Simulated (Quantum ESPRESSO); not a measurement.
```xyz
6
Lattice="3.540 0.000 0.000 0.000 4.755 0.000 0.000 0.000 8.394" Properties=species:S:1:pos:R:3 pbc="T T T" subject="CrSBr: non-collinear starts" method="LDA with U = 3.5 eV on Cr d (ortho-atomic projectors); plane waves with GBRV 1.5 LDA potentials, no spin-orbit coupling (and 1 further level or step)" program="Quantum ESPRESSO 7.5" settings_of_one_run="GBRV 1.5 LDA, cutoff 462.59 eV, 4×3×2 k-mesh, 74 bands, fermi-dirac occupations, smearing width 0.136 eV, SCF threshold 1.20e-8, symmetry off, Hubbard form dudarev, Hubbard projectors ortho-atomic, starting moments 3 3 0 0 0 0 μB" cost="5 runs, 29 min in all on 4 MPI ranks of Arm Neoverse V2, shared host (the runs of this entry)" notes="Without spin–orbit coupling only the angles between moments matter. The cell holds only so many moments, so longer spirals cannot form in it." lowest_start="collinear parallel and two sublattices 60 degrees apart" its_final_state="ferromagnetic" its_moments="2.93 μB" its_net_moment="6.01 μB a cell"
Cr    1.770    0.000    7.376
Cr    0.000    2.378    1.018
S     1.770    2.378    7.802
S     0.000    0.000    0.592
Br    0.000    0.000    5.590
Br    1.770    2.378    2.804
```

[Logs and program files are shortened in this print: banners, set-up blocks, solver, clock and traceback lines can be left out without a mark of their own.]

[Logs are printed without paths, hosts, clocks, repeated set-up lines and the standing remarks that a program may print on its own settings, such as how far it seeks lower states.]

[Hosts, paths, dates, database ids (printed as entryN), source tags and the programs' standing remarks are cut or masked in the printed files.]

[Where a cell is said to come from a database of computed structures, the database is the Materials Project.]
